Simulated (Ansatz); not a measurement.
# Work function of V(100): what the settings cost and change, part 2 of 2

Aim: the numerical settings behind the work function of V(100), with the cost of each.

Ansatz 0.2.0; plane-wave DFT, PBE, Ansatz PAW.

So far. Step 7 (Slab): The work function is 3.836 eV, -0.021 eV from the run “cutoff 420 eV”, at 0.18 times its CPU time.

### Step 8. Run

File input.yaml:

```yaml
crystal:
  lattice:
    - [3.02, 0.0, 0.0]
    - [0.0, 3.02, 0.0]
    - [0.0, 0.0, 27.06]
  atoms:
    - { symbol: V, position: [0.0, 0.0, 0.332594235] }
    - { symbol: V, position: [0.5, 0.5, 0.3883961567] }
    - { symbol: V, position: [0.0, 0.0, 0.4441980783] }
    - { symbol: V, position: [0.5, 0.5, 0.5] }
    - { symbol: V, position: [0.0, 0.0, 0.5558019217] }
    - { symbol: V, position: [0.5, 0.5, 0.6116038433] }
    - { symbol: V, position: [0.0, 0.0, 0.667405765] }
kpoints:
  mp_grid: { grid: [9, 9, 1] }
hamiltonian:
  xc: pbe
scf:
  occupations: { method: fermi_dirac, width: 0.1 }
  convergence: { dr2_threshold: 1.0e-09 }
efield:
  axis: 3
  dipole_correction: true
  ramp_position: 0.97
  ramp_width: 0.06
output:
  write_potential: true
  write_density: true
  volumetric_format: npy
```

Run with:

```
> ansatz run input.yaml --threads 2 --pin off --max-ram 3072MiB --backend cpu --events-out ev --progress --plain --runs-dir out
```

What it wrote:

```text
[...]
Crystal: 7 atoms, lattice volume = 246.798 Å³
Basis set: ecut = 420 eV, 4763 PW (Γ)
Bands: 55, of which v1, the nominal top of the filled ones, is band 46 counted from 1 (45 counted from 0)
Symmetry: 8 space group operations
k-points: 15 of 81
[...]
k-point 0: bands = [... 42 lower, 4.3821, 4.4146, 4.4146, 4.4397, 4.5358, 4.5358, 4.5509, 4.7702, ... 5 higher]
  k-point 1: bands = [... 42 lower, 4.1636, 4.1691, 4.3840, 4.3856, 4.4022, 4.6308, 4.6336, 4.7256, ... 5 higher]
  k-point 2: bands = [... 42 lower, 3.9243, 4.0063, 4.1055, 4.1363, 4.3513, 4.5952, 4.6792, 5.0401, ... 5 higher]
  k-point 14: bands = [... 42 lower, 3.0494, 3.5147, 3.5908, 4.3910, 4.4216, 5.6148, 5.6345, 5.6359, ... 5 higher]
[key lines of the parts left out:]
SCF converged after 11 iterations
Free energy (F): -20383.991511 eV
Fermi energy:    4.147309 eV
Dipole field:    D = -0.000000 V/Å  (p = -0.000000 e·Å, saw-weighted, corrected)
Work function:   Φ+ = 3.8569 eV   Φ− = 3.8569 eV
```

It took 34 s on 2 threads of AMD EPYC 7R43, shared host; peak memory 0.63 GiB.

The work function is 3.857 eV, +0.000 eV from the run “cutoff 420 eV”, at 0.46 times its CPU time.

### Step 9. Run

input.yaml: that of step 8 with these lines changed.

```diff
@@ -14,3 +14,3 @@
 kpoints:
-  mp_grid: { grid: [9, 9, 1] }
+  mp_grid: { grid: [21, 21, 1] }
 hamiltonian:
```

What it wrote:

```text
[...]
Crystal: 7 atoms, lattice volume = 246.798 Å³
Basis set: ecut = 420 eV, 4763 PW (Γ)
Bands: 55, of which v1, the nominal top of the filled ones, is band 46 counted from 1 (45 counted from 0)
Symmetry: 8 space group operations
k-points: 66 of 441
[...]
k-point 0: bands = [... 42 lower, 4.3830, 4.4155, 4.4155, 4.4403, 4.5372, 4.5372, 4.5515, 4.7708, ... 5 higher]
  k-point 1: bands = [... 42 lower, 4.3274, 4.4084, 4.4265, 4.4280, 4.4982, 4.5374, 4.5601, 4.7834, ... 5 higher]
  k-point 2: bands = [... 42 lower, 4.2142, 4.2309, 4.3989, 4.4143, 4.4485, 4.5933, 4.5945, 4.7268, ... 5 higher]
  k-point 65: bands = [... 42 lower, 3.0630, 3.6233, 3.6381, 4.5442, 4.5508, 5.6670, 5.6753, 5.9569, ... 5 higher]
[key lines of the parts left out:]
SCF converged after 11 iterations
Free energy (F): -20383.993936 eV
Fermi energy:    4.148314 eV
Dipole field:    D = -0.000000 V/Å  (p = -0.000000 e·Å, saw-weighted, corrected)
Work function:   Φ+ = 3.8562 eV   Φ− = 3.8562 eV
```

Wall time 2.2 min (2 threads); peak memory 1.1 GiB.

The work function is 3.856 eV, -0.000 eV from the run “cutoff 420 eV”, at 1.8 times its CPU time.

### Step 10. Run

input.yaml: that of step 9 with these lines changed.

```diff
@@ -14,3 +14,3 @@
 kpoints:
-  mp_grid: { grid: [21, 21, 1] }
+  mp_grid: { grid: [14, 14, 1] }
 hamiltonian:
@@ -18,3 +18,3 @@
 scf:
-  occupations: { method: fermi_dirac, width: 0.1 }
+  occupations: { method: gaussian, width: 0.05 }
   convergence: { dr2_threshold: 1.0e-09 }
```

What it wrote:

```text
[...]
Crystal: 7 atoms, lattice volume = 246.798 Å³
Basis set: ecut = 420 eV, 4763 PW (Γ)
Bands: 55, of which v1, the nominal top of the filled ones, is band 46 counted from 1 (45 counted from 0)
Symmetry: 8 space group operations
k-points: 36 of 196
[...]
k-point 0: bands = [... 42 lower, 4.3381, 4.3704, 4.3704, 4.3899, 4.4996, 4.4996, 4.5122, 4.7191, ... 5 higher]
  k-point 1: bands = [... 42 lower, 4.2346, 4.2865, 4.3675, 4.3891, 4.4821, 4.4891, 4.5092, 4.6941, ... 5 higher]
  k-point 2: bands = [... 42 lower, 4.0333, 4.1013, 4.2105, 4.2947, 4.3457, 4.6695, 4.6772, 4.6813, ... 5 higher]
  k-point 35: bands = [... 42 lower, 3.0273, 3.6102, 3.6102, 4.5461, 4.5461, 5.6202, 5.6270, 6.0757, ... 5 higher]
[key lines of the parts left out:]
SCF converged after 13 iterations
Free energy (F): -20383.819686 eV
Fermi energy:    4.104454 eV
Dipole field:    D = -0.000000 V/Å  (p = -0.000001 e·Å, saw-weighted, corrected)
Work function:   Φ+ = 3.9317 eV   Φ− = 3.9317 eV
```

Run time: 72 s. Hardware: 2 threads; peak memory 0.83 GiB.

The work function is 3.932 eV, +0.075 eV from the run “cutoff 420 eV”, at 1.0 times its CPU time.

### Step 11. Run

input.yaml: that of step 10 with these lines changed.

```diff
@@ -18,3 +18,3 @@
 scf:
-  occupations: { method: gaussian, width: 0.05 }
+  occupations: { method: methfessel_paxton, width: 0.2 }
   convergence: { dr2_threshold: 1.0e-09 }
```

What it wrote:

```text
[...]
Crystal: 7 atoms, lattice volume = 246.798 Å³
Basis set: ecut = 420 eV, 4763 PW (Γ)
Bands: 55, of which v1, the nominal top of the filled ones, is band 46 counted from 1 (45 counted from 0)
Symmetry: 8 space group operations
k-points: 36 of 196
[...]
k-point 0: bands = [... 42 lower, 4.3473, 4.3797, 4.3797, 4.3999, 4.5120, 4.5120, 4.5223, 4.7281, ... 5 higher]
  k-point 1: bands = [... 42 lower, 4.2443, 4.2971, 4.3774, 4.3999, 4.4916, 4.4974, 4.5191, 4.7040, ... 5 higher]
  k-point 2: bands = [... 42 lower, 4.0435, 4.1095, 4.2199, 4.3039, 4.3572, 4.6792, 4.6846, 4.6885, ... 5 higher]
  k-point 35: bands = [... 42 lower, 3.0373, 3.6201, 3.6201, 4.5559, 4.5559, 5.6276, 5.6345, 6.0840, ... 5 higher]
[key lines of the parts left out:]
SCF converged after 12 iterations
Free energy (F): -20383.805409 eV
Fermi energy:    4.128421 eV
Dipole field:    D = -0.000000 V/Å  (p = -0.000000 e·Å, saw-weighted, corrected)
Work function:   Φ+ = 3.8992 eV   Φ− = 3.8992 eV
```

Run time: 65 s. Hardware: 2 threads; peak memory 0.83 GiB.

The work function is 3.899 eV, +0.043 eV from the run “cutoff 420 eV”, at 1.0 times its CPU time.

### Step 12. Run

input.yaml: that of step 11 with these lines changed.

```diff
@@ -18,3 +18,3 @@
 scf:
-  occupations: { method: methfessel_paxton, width: 0.2 }
+  occupations: { method: fermi_dirac, width: 0.3 }
   convergence: { dr2_threshold: 1.0e-09 }
```

What it wrote:

```text
band count auto-derived: 62 (N_el = 91.0; filled up to band 46; 55 by the electrons, moments and atoms)
[...]
Crystal: 7 atoms, lattice volume = 246.798 Å³
Basis set: ecut = 420 eV, 4763 PW (Γ)
Bands: 62, of which v1, the nominal top of the filled ones, is band 46 counted from 1 (45 counted from 0)
Symmetry: 8 space group operations
k-points: 36 of 196
[...]
k-point 0: bands = [... 42 lower, 4.3775, 4.3975, 4.3975, 4.4515, 4.5131, 4.5131, 4.5173, 4.7833, ... 12 higher]
  k-point 1: bands = [... 42 lower, 4.2494, 4.2968, 4.3802, 4.4049, 4.5139, 4.5721, 4.5763, 4.7375, ... 12 higher]
  k-point 2: bands = [... 42 lower, 4.0801, 4.1706, 4.2572, 4.3389, 4.3408, 4.7298, 4.7650, 4.7768, ... 12 higher]
  k-point 35: bands = [... 42 lower, 3.0447, 3.6253, 3.6253, 4.5450, 4.5450, 5.7445, 5.7501, 6.1454, ... 12 higher]
[key lines of the parts left out:]
SCF converged after 11 iterations
Free energy (F): -20385.519079 eV
Fermi energy:    4.162309 eV
Dipole field:    D = 0.000000 V/Å  (p = 0.000000 e·Å, saw-weighted, corrected)
Work function:   Φ+ = 3.8697 eV   Φ− = 3.8697 eV
```

Elapsed: 60 s, on 2 threads; peak memory 0.9 GiB.

The work function is 3.870 eV, +0.013 eV from the run “cutoff 420 eV”, at 0.99 times its CPU time.

### Step 13. Run

input.yaml: that of step 12 with these lines changed.

```diff
@@ -18,3 +18,3 @@
 scf:
-  occupations: { method: fermi_dirac, width: 0.3 }
+  occupations: { method: cold, width: 0.1 }
   convergence: { dr2_threshold: 1.0e-09 }
```

What it wrote:

```text
[...]
Crystal: 7 atoms, lattice volume = 246.798 Å³
Basis set: ecut = 420 eV, 4763 PW (Γ)
Bands: 55, of which v1, the nominal top of the filled ones, is band 46 counted from 1 (45 counted from 0)
Symmetry: 8 space group operations
k-points: 36 of 196
[...]
k-point 0: bands = [... 42 lower, 4.3465, 4.3788, 4.3788, 4.3987, 4.5094, 4.5094, 4.5211, 4.7281, ... 5 higher]
  k-point 1: bands = [... 42 lower, 4.2430, 4.2957, 4.3761, 4.3980, 4.4910, 4.4973, 4.5179, 4.7030, ... 5 higher]
  k-point 2: bands = [... 42 lower, 4.0417, 4.1089, 4.2193, 4.3032, 4.3549, 4.6784, 4.6846, 4.6887, ... 5 higher]
  k-point 35: bands = [... 42 lower, 3.0359, 3.6189, 3.6189, 4.5544, 4.5544, 5.6288, 5.6357, 6.0833, ... 5 higher]
[key lines of the parts left out:]
SCF converged after 12 iterations
Free energy (F): -20383.810323 eV
Fermi energy:    4.117441 eV
Dipole field:    D = -0.000000 V/Å  (p = -0.000000 e·Å, saw-weighted, corrected)
Work function:   Φ+ = 3.9122 eV   Φ− = 3.9122 eV
```

Elapsed: 63 s, on 2 threads; peak memory 0.83 GiB; 1.8 min of CPU time.

The work function is 3.912 eV, +0.056 eV from the run “cutoff 420 eV”, at 1.1 times its CPU time.

### Step 14. Side by side

Times are for 2 threads of AMD EPYC 7R43, shared host. Results by setting:

```csv
no.,setting,"work function, upper face (eV)",time,memory (GiB)
1,cutoff 200 eV,4.091,55 s,0.51
2,cutoff 300 eV,3.854,72 s,0.57
3,cutoff 420 eV,3.857,82 s,0.83
4,cutoff 600 eV,3.856,2.2 min,1.2
5,mesh 2x2,4.092,5.8 s,0.51
6,mesh 5x5,3.836,14 s,0.53
7,mesh 9x9,3.857,34 s,0.63
8,mesh 21x21,3.856,2.2 min,1.1
9,Gaussian smearing 0.05 eV,3.932,72 s,0.83
10,methfessel_paxton smearing 0.2 eV,3.899,65 s,0.83
11,fermi_dirac smearing 0.3 eV,3.870,60 s,0.9
12,cold smearing 0.1 eV,3.912,63 s,0.83
```

### Step 15. The same run with other settings

An input spoilt on purpose, to show how the run answers: it repeats the earlier run “cutoff 200 eV” with efield.amplitude to 5.0, and scf.max_iter set to 75; its output block differs too.

input.yaml: that of step 13 with these lines changed.

```diff
@@ -18,4 +18,5 @@
 scf:
-  occupations: { method: cold, width: 0.1 }
+  occupations: { method: fermi_dirac, width: 0.1 }
   convergence: { dr2_threshold: 1.0e-09 }
+  max_iter: 75
 efield:
@@ -25,2 +26,5 @@
   ramp_width: 0.06
+  amplitude: 5.0
+basis:
+  ecutwfc: "200 eV"
 output:
```

What it wrote:

```text
[...]
Crystal: 7 atoms, lattice volume = 246.798 Å³
Basis set: ecut = 200 eV, 1595 PW (Γ)
Bands: 55, of which v1, the nominal top of the filled ones, is band 46 counted from 1 (45 counted from 0)
Symmetry: 8 space group operations
k-points: 36 of 196
[...]
SCF iter   1: F=—  HF=-20367.326653 eV  |F-HF|=—  |Δ(HF+E_count)|=         —  Δρ=1.52e-1  dr2=3.79e2  ethr=3.10e-3  p=3.216 e·Å  D=2.36e0 V/Å  ΔV_dip=-63.80 eV  dr2_dipole=2.24e0  V_vac-E_F(+/−)=40.54/4.14 eV  ⟨swp⟩=13.6  Hψ=13135  notcnv=0
[...]
SCF iter  17: F=-20342.048536 eV  HF=-20342.048536 eV  |F-HF|=6.58e-10  |Δ(HF+E_count)|=   2.20e-8  Δρ=3.37e-7  dr2=7.97e-10  ethr=1.10e-12  p=3.235 e·Å  D=2.37e0 V/Å  ΔV_dip=-64.17 eV  dr2_dipole=1.80e-11  V_vac-E_F(+/−)=34.70/-0.81 eV  ⟨swp⟩=32.4  Hψ=16637  notcnv=0
[...]
SCF 1 converged in 17 iterations: F = -20342.048536 eV  dr2 = 7.97e-10
[...]
SCF converged after 17 iterations
Free energy (F): -20342.048536 eV
[...]
Internal energy: -20341.664138 eV  (E = F + TS)
E sigma→0 (E₀):  -20341.856337 eV
Entropy (-TS):   -0.384398 eV (-54.914 meV/atom)
Fermi energy:    2.604068 eV
Dipole field:    D = 2.371519 V/Å  (p = 3.234497 e·Å, saw-weighted, corrected)
Work function:   not extracted (applied field tilts the vacuum); planar V_es + V_field profile in the machine report
[...]
--- Band table (eV; the first three rows and the last of 36) ---
  k-point 0: bands = [... 42 lower, 2.9001, 2.9613, 2.9613, 3.0861, 3.0861, 3.0939, 3.0951, 3.0951, ... 5 higher]
  k-point 1: bands = [... 42 lower, 2.8237, 2.8850, 2.9243, 2.9851, 3.0594, 3.0712, 3.1889, 3.2584, ... 5 higher]
  k-point 2: bands = [... 42 lower, 2.6129, 2.7080, 2.7690, 2.8909, 2.9364, 3.0804, 3.2165, 3.2982, ... 5 higher]
  k-point 35: bands = [... 42 lower, 1.5981, 2.1167, 2.1167, 3.0521, 3.0521, 4.2100, 4.4511, 4.4733, ... 5 higher]
```

The job ended after 52 s (2 threads; peak memory 0.46 GiB; 95 s of CPU time).

The fault (a field far too strong) makes this run a check alone; its numbers are not taken further.

### Step 16. Outcome

```yaml
work_function_cutoff_420_ev: 3.857 eV
work_function_cutoff_600_ev: 3.856 eV
work_function_mesh_2x2: 4.092 eV
work_function_mesh_5x5: 3.836 eV
```

In words: The run at the highest cutoff gives 3.86 eV, and the settings tried spread the value from 3.84 to 4.09 eV. Against 600 eV, a cutoff of 200 eV is off by +0.235 eV. Against 600 eV, a cutoff of 420 eV is off by +0.000 eV. Against the finest mesh, 21 points along a, the coarser ones are off by +0.24 (2), -0.02 (5) and +0.00 (9) eV. The smearing schemes and widths spread it over 0.08 eV. The program marks the value as in doubt in “cutoff 200 eV”. The ladder's slabs use the tabulated experimental lattice constant (two decimals; a low-temperature value for the alkali metals). This open face is not relaxed here, and relaxation moves such faces by up to a few tenths of an eV. The main runs have no spin polarisation; a magnetic state could lie lower and would change these results. In 1 run of the series (cutoff 200 eV) the program warns that electrons reach the sawtooth's ramp, which makes dipole and work function less sure.

[Long decimals in the printed logs are rounded to 6 places.]

[Logs are printed without paths, hosts, clocks, repeated set-up lines and the standing remarks that a program may print on its own settings, such as how far it seeks lower states.]

[Hosts, paths, dates, database ids (printed as entryN), source tags and the programs' standing remarks are cut or masked in the printed files.]

[Maps of the electrostatic potential energy from Ansatz leave out the sawtooth potential of an applied field or a dipole correction, so their vacuum need not be flat; planar profiles and work functions include it.]
